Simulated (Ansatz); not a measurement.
**Rb2LiVO4 (Cmc2_1): how G0W0 depends on its starting point**

Aim: G0W0 for Rb2LiVO4 (Cmc2_1) on several starting functionals, at one mesh, band count and screening cutoff.

Method: G0W0 on several functionals, plane waves, PAW, in Ansatz 0.2.0.

In doubt: masses and optical values from hybrid runs of this build are listed as unsure (step 4), which bears on the screening that GW takes from such a start.

## 1. Starting point

Symmetry: Cmc2_1, No. 36, orthorhombic system. Conventional cell: a = 5.879 Å, b = 11.701 Å, c = 7.933 Å, α = 90.00°, β = 90.00°, γ = 90.00°. Nearest to Rb lie 10 O at 2.88 to 3.57 Å and 3 Li at 3.18 to 3.60 Å and 1 V at 3.49 Å. Rb has 8 O at 2.89 to 3.24 Å and 1 Li at 3.11 Å nearest. Nearest to Li lie 4 O at 1.89 to 2.06 Å. Nearest to V lie 4 O at 1.71 to 1.72 Å. O has 1 V at 1.72 Å and 1 Li at 1.89 Å and 5 Rb at 3.02 to 3.57 Å nearest. O has 1 V at 1.71 Å and 1 Li at 2.06 Å and 4 Rb at 2.88 to 3.06 Å nearest. Farther neighbours and most contacts between anions are not listed.

The cell and positions come from the Crystallography Open Database and are kept as given unless a step says otherwise.

## 2. G0W0 on LDA

G0W0 replaces the xc potential by the self-energy, built once from these orbitals. Only a window of levels is corrected, while the sums run over the empty bands that the input names. This step takes PAW set soft_1 files.

This step: G0W0 on LDA, plane waves, PAW; PAW set soft_1.

The input, input.yaml:

```yaml
crystal:
  lattice:
    - [2.9395, -5.8505, 0.0]
    - [2.9395, 5.8505, 0.0]
    - [0.0, 0.0, 7.933]
  atoms:
    - { symbol: Rb, position: [0.605, 0.395, 0.9488] }
    - { symbol: Rb, position: [0.395, 0.605, 0.4488] }
    - { symbol: Rb, position: [0.0617, 0.9383, 0.5932] }
    - { symbol: Rb, position: [0.9383, 0.0617, 0.0932] }
    - { symbol: Li, position: [0.1989, 0.8011, 0.1716] }
    - { symbol: Li, position: [0.8011, 0.1989, 0.6716] }
    - { symbol: V, position: [0.6905, 0.3095, 0.3894] }
    - { symbol: V, position: [0.3095, 0.6905, 0.8894] }
    - { symbol: O, position: [0.4087, 0.1191, 0.2817] }
    - { symbol: O, position: [0.5913, 0.8809, 0.7817] }
    - { symbol: O, position: [0.8809, 0.5913, 0.2817] }
    - { symbol: O, position: [0.1191, 0.4087, 0.7817] }
    - { symbol: O, position: [0.634, 0.366, 0.5887] }
    - { symbol: O, position: [0.366, 0.634, 0.0887] }
    - { symbol: O, position: [0.835, 0.165, 0.4236] }
    - { symbol: O, position: [0.165, 0.835, 0.9236] }
kpoints:
  mp_grid: { grid: [4, 4, 2] }
hamiltonian:
  xc: lda
  pseudopotentials: { kind: paw, azcp: { folder: soft_1 }, xc_functional: pbe }
scf:
  occupations: { method: fixed }
gw:
  n_empty_bands: 426
  ecut_chi: 78
  qp_bands: [v4, c4]
  qp_kpoints: band_edges
  screening: { model: contour_deformation }
```

Command:

```
$ ansatz run input.yaml --threads 24 --pin off --max-ram 82944MiB --backend cuda --events-out ev --progress --plain --runs-dir out --devices 1 --max-vram 78GiB
```

Numbers of over 12 decimals in the logs are rounded to 6 here.

What it wrote:

```text
GPUs: using 1 of 1 available (devices: 1).
Engine: ansatz 0.2.0, aarch64-unknown-linux-gnu
Pseudopotentials: kind: paw
Pseudopotential: Rb, paw, valence charge 9, recommended cutoff 420 eV (normal), soft_1/Rb.paw.azcp
Pseudopotential: Li, paw, valence charge 3, recommended cutoff 420 eV (normal), soft_1/Li.paw.azcp
Pseudopotential: V, paw, valence charge 13, recommended cutoff 420 eV (normal), soft_1/V.paw.azcp
Pseudopotential: O, paw, valence charge 6, recommended cutoff 420 eV (normal), soft_1/O.paw.azcp
Functional definition: SPW92
  exchange = slater_x
  correlation = pw_c
[...]
Crystal: 16 atoms, lattice volume = 272.856 Å³
Basis set: ecut = 420 eV, 5345 PW (Γ)
Bands: 74, of which v1, the nominal top of the filled ones, is band 58 counted from 1 (57 counted from 0)
Symmetry: 4 space group operations
Space group: Cmc21 (ITA 36), of the structure as read, at distance tolerance 6.5e-5 Å
k-points: 14 of 32
Non-local potential: Rb, projectors of the file, l = 0: 3, l = 1: 2, l = 2: 2
Non-local potential: Li, projectors of the file, l = 0: 3, l = 1: 2, l = 2: 1
Non-local potential: V, projectors of the file, l = 0: 3, l = 1: 2, l = 2: 3, l = 3: 1
Non-local potential: O, projectors of the file, l = 0: 2, l = 1: 2, l = 2: 1
PAW form: soft (Blöchl's): semilocal exchange-correlation on the pseudo side does not see the compensation charge
PAW frozen core: Rb, regenerated for the run's functional, and the local potential with it (the file was generated under x = pbe(κ = 0.804, μ = 0.219515), c = pbe(β = 0.066725))
PAW frozen core: V, regenerated for the run's functional, and the local potential with it (the file was generated under x = pbe(κ = 0.804, μ = 0.219515), c = pbe(β = 0.066725))
PAW frozen core: O, regenerated for the run's functional, and the local potential with it (the file was generated under x = pbe(κ = 0.804, μ = 0.219515), c = pbe(β = 0.066725))
PAW one-centre angular grid: Rb, 110 points (default); XC on 64 Gauss nodes
PAW one-centre angular grid: Li, 110 points (default); XC on 64 Gauss nodes
PAW one-centre angular grid: V, 590 points (default); XC on 64 Gauss nodes
PAW one-centre angular grid: O, 110 points (default); XC on 64 Gauss nodes
Initial density: superposition of atomic densities (chi_scale 0.1, normalization cell, long waves kept (reshape's long-wave potential 0.04 eV rms))
Initial wavefunctions: pseudopotential atomic-orbital guess
[...]
Functional: x = slater, c = lda
SCF iter   1: F=—  HF=-23267.699190 eV  |F-HF|=—  |Δ(HF+E_count)|=         —  Δρ=5.58e-2  dr2=7.51e0  ethr=3.10e-3  ⟨swp⟩=4.6  Hψ=3163  notcnv=0  defer=178
preconditioner: auto → Resta (q_TF=auto, 2.366 Å⁻¹)  ε∞=4.2  [insulator: Δε(μ)=3.352 eV  Ē_g=11.843 eV  n_scr=58 (ndim 8)  ℏωp=21.1 eV  f_vac=0.000  ε∞_Penn≈4.2]
SCF iter   2: F=—  HF=-23266.499535 eV  |F-HF|=—  |Δ(HF+E_count)|=    1.20e0  Δρ=3.54e-2  dr2=4.34e0  ethr=3.10e-3  ⟨swp⟩=2.9  Hψ=1773  notcnv=0  defer=178
SCF iter   3: F=—  HF=-23266.084552 eV  |F-HF|=—  |Δ(HF+E_count)|=   4.15e-1  Δρ=2.74e-2  dr2=2.26e0  ethr=3.10e-3  ⟨swp⟩=3.1  Hψ=1738  notcnv=0  defer=176
SCF iter   4: F=—  HF=-23265.737686 eV  |F-HF|=—  |Δ(HF+E_count)|=   3.47e-1  Δρ=5.85e-3  dr2=1.19e-1  ethr=1.94e-3  ⟨swp⟩=2.9  Hψ=1661  notcnv=0  defer=166
SCF iter   5: F=—  HF=-23265.730578 eV  |F-HF|=—  |Δ(HF+E_count)|=   7.11e-3  Δρ=2.84e-3  dr2=2.23e-2  ethr=1.03e-4  ⟨swp⟩=2.0  Hψ=1283  notcnv=0  defer=192
SCF iter   6: F=—  HF=-23265.733276 eV  |F-HF|=—  |Δ(HF+E_count)|=   2.70e-3  Δρ=2.21e-3  dr2=1.29e-2  ethr=1.92e-5  ⟨swp⟩=2.0  Hψ=1516  notcnv=0  defer=194
[...]
SCF iter  10: F=—  HF=-23265.731691 eV  |F-HF|=—  |Δ(HF+E_count)|=   7.66e-7  Δρ=4.23e-5  dr2=4.80e-6  ethr=9.63e-9  ⟨swp⟩=2.0  Hψ=1486  notcnv=0  defer=166
SCF iter  11: F=—  HF=-23265.731690 eV  |F-HF|=—  |Δ(HF+E_count)|=   5.12e-7  Δρ=1.75e-5  dr2=8.21e-7  ethr=4.14e-9  ⟨swp⟩=2.0  Hψ=1062  notcnv=0  defer=166
SCF iter  12: F=-23265.731690 eV  HF=-23265.731690 eV  |F-HF|=3.38e-8  |Δ(HF+E_count)|=   8.56e-8  Δρ=4.14e-6  dr2=4.81e-8  ethr=8.62e-11  ⟨swp⟩=9.6  Hψ=4453  notcnv=0
SCF 1 converged in 12 iterations: F = -23265.731690 eV  dr2 = 4.81e-8
[...]
SCF converged after 12 iterations
[...]
6    62      7.9261   -16.4217    -5.4738   -24.3726  0.7477    10.5101    10.4031  root ?
     7    55      3.3048   -24.5312     4.3101   -19.5548  0.7454     2.6315     2.6386  root
     7    56      3.3048   -24.5312     4.3101   -19.5548  0.7454     2.6315     2.6386  root
     7    57      3.3784   -24.7112     4.2968   -19.7586  0.7460     2.7159     2.7226  root
     7    58      3.3784   -24.7112     4.2968   -19.7586  0.7460     2.7159     2.7226  root
     7    59      7.6916   -15.9123    -5.4963   -23.8542  0.7518    10.2363    10.1372  root
     7    60      7.6916   -15.9123    -5.4963   -23.8542  0.7518    10.2363    10.1372  root
     7    61      7.8541   -16.2903    -5.4861   -24.2514  0.7494    10.4338    10.3291  root ?
     7    62      7.8541   -16.2903    -5.4861   -24.2514  0.7494    10.4338    10.3291  root ?
     8    55      3.3429   -24.5687     4.2933   -19.6073  0.7460     2.6678     2.6748  root
     8    56      3.3601   -24.5641     4.2852   -19.6129  0.7461     2.6871     2.6941  root
     8    57      3.4611   -24.7943     4.3056   -19.8369  0.7465     2.8027     2.8093  root
     8    58      3.5411   -24.8586     4.2942   -19.9294  0.7459     2.8999     2.9061  root
     8    59      7.6128   -15.5903    -5.4851   -23.5103  0.7554    10.1430    10.0477  root
     8    60      7.6931   -15.8326    -5.4782   -23.7534  0.7529    10.2336    10.1356  root
     8    61      7.8231   -16.3594    -5.4851   -24.3197  0.7484    10.4031    10.2983  root ?
     8    62      7.8837   -16.5548    -5.5024   -24.5474  0.7471    10.4816    10.3739  root ?
     9    55      3.3546   -24.6148     4.2891   -19.6631  0.7462     2.6851     2.6920  root
     9    56      3.3546   -24.6148     4.2891   -19.6631  0.7462     2.6851     2.6920  root
     9    57      3.4399   -24.6492     4.2986   -19.6997  0.7456     2.7823     2.7889  root
     9    58      3.4399   -24.6492     4.2986   -19.6997  0.7456     2.7823     2.7889  root
     9    59      7.7292   -15.9924    -5.4910   -23.9365  0.7513    10.2825    10.1822  root ?
     9    60      7.7292   -15.9924    -5.4910   -23.9365  0.7513    10.2825    10.1822  root ?
     9    61      7.8058   -16.3298    -5.5046   -24.3138  0.7492    10.3896    10.2852  root ?
     9    62      7.8058   -16.3298    -5.5046   -24.3138  0.7492    10.3896    10.2852  root ?
    10    55      3.3876   -24.7135     4.3024   -19.7507  0.7460     2.7205     2.7273  root
    10    56      3.4289   -24.7294     4.2995   -19.7766  0.7459     2.7689     2.7756  root
    10    57      3.5331   -24.8569     4.2966   -19.9198  0.7460     2.8863     2.8926  root
    10    58      3.6389   -24.9919     4.2957   -20.0761  0.7457     3.0131     3.0189  root
    10    59      7.6395   -15.7642    -5.4511   -23.6654  0.7551    10.1857    10.0895  root
    10    60      7.7531   -16.2421    -5.4915   -24.1996  0.7488    10.3221    10.2191  root ?
    10    61      7.7827   -16.2071    -5.4858   -24.1632  0.7510    10.3551    10.2531  root ?
    10    62      7.8228   -16.6319    -5.5240   -24.6495  0.7452    10.4247    10.3164  root ?
    11    55      3.3376   -24.5510     4.2874   -19.5947  0.7457     2.6617     2.6688  root
    11    56      3.3376   -24.5510     4.2874   -19.5947  0.7457     2.6617     2.6688  root
    11    57      3.5831   -24.8391     4.2860   -19.9223  0.7463     2.9463     2.9524  root
[...]
11    61      7.8103   -16.5684    -5.5221   -24.5785  0.7459    10.4057    10.2984  root ?
    11    62      7.8103   -16.5684    -5.5221   -24.5785  0.7459    10.4057    10.2984  root ?
[...]
12    58      3.6596   -25.0409     4.2980   -20.1273  0.7457     3.0384     3.0441  root
    12    59      7.6293   -15.7949    -5.4786   -23.7309  0.7549    10.1836    10.0867  root
    12    60      7.7936   -16.4578    -5.4614   -24.3959  0.7470    10.3753    10.2703  root ?
    12    61      7.8004   -16.4334    -5.5635   -24.4838  0.7465    10.3943    10.2872  root ?
    12    62      7.8015   -16.2196    -5.4673   -24.1544  0.7510    10.3711    10.2691  root ?
    13    55      3.3372   -24.5526     4.2849   -19.5975  0.7459     2.6599     2.6670  root
    13    56      3.3372   -24.5526     4.2849   -19.5975  0.7459     2.6599     2.6670  root
    13    57      3.5604   -24.7749     4.2831   -19.8563  0.7464     2.9187     2.9248  root
    13    58      3.5604   -24.7749     4.2831   -19.8563  0.7464     2.9187     2.9248  root
    13    59      7.7267   -16.0374    -5.4801   -23.9821  0.7527    10.2911    10.1913  root
    13    60      7.7267   -16.0374    -5.4801   -23.9821  0.7527    10.2911    10.1913  root
    13    61      7.8223   -16.6110    -5.5338   -24.6375  0.7453    10.4232    10.3149  root ?
    13    62      7.8223   -16.6110    -5.5338   -24.6375  0.7453    10.4232    10.3149  root ?
```

The job ended after 14 s (1 × NVIDIA GB200 (shared by 2 runs) with 24 threads of Arm Neoverse V2, shared host; peak memory 2.5 GiB; 45 s of CPU time).

In the SCF lines HF is the Harris–Foulkes energy and dr2 the Hartree energy of the density residual, in eV; the loop may stop once dr2 is under the threshold and the program's other checks hold. Hψ counts applications of the Hamiltonian.

This step gave:

```yaml
bands_summed: 484
rpa_eps_infinity_on_this_mesh_eigenvalues: 2.752, 2.825, 2.862
plane_waves_in_the_screening_matrix: 431
q_points_in_the_mesh: 32
g0w0_gap_on_the_mesh: 6.928 eV
k_of_the_valence_top: -0.5, -0.5, 0
k_of_the_conduction_bottom: 0, -0.5, 0
starting_gap_on_the_mesh: 3.895 eV
z_at_the_valence_top: 0.7457
z_at_the_conduction_bottom: 0.7570
least_direct_g0w0_gap_on_the_computed_points: 7.043 eV
```

The gap on the mesh goes from 3.90 eV to 6.93 eV, a correction of +3.03 eV. Between the two edge states, bare exchange in place of the xc potential would open the gap by 12.81 eV, and correlation takes back 9.78 eV.

## 3. G0W0 on r2SCAN

One-shot GW remembers its start. Another functional's orbitals and levels show by how much.

This step: G0W0 on r2SCAN, plane waves, PAW; PAW set soft_1.

Changes to input.yaml since step 2:

```diff
@@ -25,4 +25,4 @@
 hamiltonian:
-  xc: lda
-  pseudopotentials: { kind: paw, azcp: { folder: soft_1 }, xc_functional: pbe }
+  xc: r2scan
+  pseudopotentials: { kind: paw, azcp: { folder: soft_1 } }
 scf:
```

What it wrote:

```text
GPUs: using 1 of 1 available (devices: 1).
[...]
Crystal: 16 atoms, lattice volume = 272.856 Å³
Basis set: ecut = 500 eV, 6919 PW (Γ), exchange–correlation on 192×192×240 points (64 copies of the dense FFT grid, shifted against one another)
Bands: 74, of which v1, the nominal top of the filled ones, is band 58 counted from 1 (57 counted from 0)
[... 1 set-up line as in the run before ...]
[...]
k-points: 14 of 32
[...]
SCF iter   1: F=—  HF=-23923.188758 eV  |F-HF|=—  |Δ(HF+E_count)|=         —  Δρ=4.32e-2  dr2=4.71e0  dr2_τ=5.54e-1  ethr=3.10e-3  ⟨swp⟩=5.0  Hψ=3180  notcnv=0  defer=175
[...]
SCF iter   6: F=—  HF=-23923.295593 eV  |F-HF|=—  |Δ(HF+E_count)|=   5.75e-4  Δρ=1.48e-3  dr2=6.97e-3  dr2_τ=5.51e-4  ethr=2.19e-5  ⟨swp⟩=2.3  Hψ=1504  notcnv=0  defer=195
[...]
SCF iter   8: F=—  HF=-23923.295570 eV  |F-HF|=—  |Δ(HF+E_count)|=   2.05e-4  Δρ=6.99e-5  dr2=1.43e-5  dr2_τ=8.06e-7  ethr=3.59e-7  ⟨swp⟩=2.0  Hψ=1392  notcnv=0  defer=168
[...]
SCF 1 converged in 10 iterations: F = -23923.295577 eV  dr2 = 5.74e-8
[...]
SCF converged after 10 iterations
[...]
6    62      8.3639   -16.4656    -5.3556   -24.1278  0.7596    10.7476    10.6706  root
     7    55      3.3214   -24.7240     4.2130   -19.9387  0.7612     2.7444     2.7490  root
     7    56      3.3214   -24.7240     4.2130   -19.9387  0.7612     2.7444     2.7490  root
     7    57      3.3900   -24.8676     4.1925   -20.1197  0.7619     2.8304     2.8346  root
     7    58      3.3900   -24.8676     4.1925   -20.1197  0.7619     2.8304     2.8346  root
     7    59      8.1358   -15.9775    -5.3668   -23.5904  0.7630    10.4521    10.3819  root
     7    60      8.1358   -15.9775    -5.3668   -23.5904  0.7630    10.4521    10.3819  root
     7    61      8.2956   -16.2779    -5.3535   -23.9188  0.7616    10.6573    10.5831  root
[...]
13    59      8.1808   -16.0806    -5.3501   -23.6930  0.7641    10.5137    10.4432  root
    13    60      8.1808   -16.0806    -5.3501   -23.6930  0.7641    10.5137    10.4432  root
    13    61      8.2467   -16.5188    -5.3976   -24.2242  0.7583    10.6313    10.5545  root
    13    62      8.2467   -16.5188    -5.3976   -24.2242  0.7583    10.6313    10.5545  root
```

Wall time 14 s (1 × NVIDIA GB200 (shared by 2 runs) with 24 threads); peak memory 3.6 GiB.

This step gave:

```
bands summed                                 : 484
RPA ε∞ on this mesh (eigenvalues)            : 2.523, 2.577, 2.612
plane waves in the screening matrix          : 431
q-points in the mesh                         : 32
G0W0 gap on the mesh                         : 7.056 eV
k of the valence top                         : -0.5, -0.5, 0
k of the conduction bottom                   : 0, -0.5, 0
starting gap on the mesh                     : 4.354 eV
Z at the valence top                         : 0.7616
Z at the conduction bottom                   : 0.7673
least direct G0W0 gap on the computed points : 7.173 eV
```

Against the run with 4×4×2 mesh, 426 empty bands, screening to 78 eV, PAW set soft_1 files on LDA, the gap moves by +0.13 eV, while the start moved by +0.46 eV.

## 4. G0W0 on HSE06

This step: G0W0 on HSE06, plane waves, PAW; PAW set soft_1.

Changes to input.yaml since step 3:

```diff
@@ -25,3 +25,3 @@
 hamiltonian:
-  xc: r2scan
+  xc: hse06
   pseudopotentials: { kind: paw, azcp: { folder: soft_1 } }
```

What it wrote:

```text
GPUs: using 1 of 1 available (devices: 1).
[...]
davidson cushion auto → on  (no smearing: the cushion is to keep the highest requested band from converging to the state above it; pin scf.eigensolver.cushion to override)
[...]
Crystal: 16 atoms, lattice volume = 272.856 Å³
Basis set: ecut = 420 eV, 5345 PW (Γ)
Bands: 74, of which v1, the nominal top of the filled ones, is band 58 counted from 1 (57 counted from 0)
[... 1 set-up line as in the run before ...]
[...]
k-points: 14 of 32
[...]
7    59      8.6875   -15.4056    -4.9967   -22.0982  0.7895    10.4118    10.3833  root
     7    60      8.6875   -15.4056    -4.9967   -22.0982  0.7895    10.4118    10.3833  root
     7    61      8.8627   -15.7397    -4.9896   -22.4695  0.7878    10.6331    10.6027  root
[...]
13    59      8.7314   -15.5117    -4.9863   -22.2138  0.7903    10.4761    10.4472  root
    13    60      8.7314   -15.5117    -4.9863   -22.2138  0.7903    10.4761    10.4472  root
    13    61      8.8220   -16.0789    -5.0396   -22.8807  0.7840    10.6160    10.5842  root
    13    62      8.8220   -16.0789    -5.0396   -22.8807  0.7840    10.6160    10.5842  root
```

Wall time 49 s (1 × NVIDIA GB200 (shared by 2 runs) with 24 threads); peak memory 3.1 GiB.

This step gave:

| Item | Value |
| --- | --- |
| bands summed | 484 |
| RPA ε∞ on this mesh (eigenvalues) | 2.368, 2.410, 2.443 |
| plane waves in the screening matrix | 431 |
| G0W0 gap on the mesh | 7.350 eV |
| k of the valence top | -0.5, -0.5, 0 |
| k of the conduction bottom | 0, -0.5, 0 |
| starting gap on the mesh | 5.585 eV |
| least direct G0W0 gap on the computed points | 7.480 eV |

Against the run with 4×4×2 mesh, 426 empty bands, screening to 78 eV, PAW set soft_1 files on r2SCAN, the gap moves by +0.29 eV, while the start moved by +1.23 eV.

## 5. Side by side

All on the 4×4×2 mesh with 426 empty bands and screening to 78 eV. Times are wall times on 1 × NVIDIA GB200 (shared by 2 runs) with 24 threads of Arm Neoverse V2, shared host, good to a factor of about two.

```
 start  starting gap (eV)  shift (eV)  G0W0 gap (eV)  RPA ε∞ (harmonic mean)  Z (valence, conduction)  time
   LDA               3.90       +3.03           6.93                    2.81               0.75, 0.76  14 s
r2SCAN               4.35       +2.70           7.06                    2.57               0.76, 0.77  14 s
 HSE06               5.58       +1.76           7.35                    2.41               0.79, 0.79  49 s
```

The parts of the quasiparticle energy at the two band edges (eV; QP = start + Σx + Σc − Vxc):

```
   run               edge  start      Σx     Σc     Vxc     Z     QP
   LDA        valence top   3.66  -25.04   4.30  -20.13  0.75   3.04
   LDA  conduction bottom   7.56  -15.36  -5.48  -23.26  0.76   9.97
r2SCAN        valence top   3.66  -25.18   4.20  -20.48  0.76   3.16
r2SCAN  conduction bottom   8.02  -15.51  -5.35  -23.06  0.77  10.22
 HSE06        valence top   2.97  -25.17   3.93  -21.13  0.79   2.85
 HSE06  conduction bottom   8.55  -14.88  -4.98  -21.51  0.79  10.20
```

For a hybrid start, Vxc holds its share of exact exchange.

## 6. Outcome

```json
{"G0W0@LDA": "6.93 eV (start 3.90 eV)", "G0W0@r2SCAN": "7.06 eV (start 4.35 eV)", "G0W0@HSE06": "7.35 eV (start 5.58 eV)", "known limits": "not at the basis limit; no spin polarisation; d states lean on the start; no spin-orbit coupling; coarse k mesh"}
```

**Reading.** The starting gaps span 1.69 eV and the G0W0 gaps 0.42 eV. Between LDA and HSE06, 0.42 eV of the 1.69 eV survives, 25 %. HSE06 screens less than LDA (ε∞ 2.41 against 2.81). Of the 0.42 eV by which its G0W0 gap is higher, the correlation part gives +0.87 eV, and exchange with the one-particle terms, which follow the orbitals, −0.45 eV. The smallest correction, +1.76 eV, is on HSE06, the start nearest to reproducing itself. Bands and cutoff are finite, so the gap is not at the basis limit. The miss can reach some tenths of an eV and take either sign; the mesh is an error of its own. The 4×4×2 mesh is coarse for this cell (its supercell is 16 Å along the shortest edge). The RPA ε∞ on it, from the LDA start, is 2.75, 2.83 and 2.86; such meshes misread the long-range screening, most where the gap is narrow. The runs have no spin polarisation. For a closed low-spin shell that is the natural state; where a d or f shell is open it is a constraint, and the gap is then not the crystal's own. With d states at the gap, one-shot GW leans hard on its start. The many-body steps are scalar-relativistic: spin-orbit coupling is not in them.

[Paths, hosts, dates, memory and timing lines, banners, echoed tables and standing remarks are left out of the program output.]

[Logs are printed without paths, hosts, clocks, repeated set-up lines and the standing remarks that a program may print on its own settings, such as how far it seeks lower states.]

[Runs of the session that timed out or met a known fault of the program may be left out.]

[Cells called generated may have been cut or substituted from an entry of the Crystallography Open Database or the Materials Project.]

[Hosts, paths, dates, database ids (printed as entryN), source tags and the programs' standing remarks are cut or masked in the printed files.]
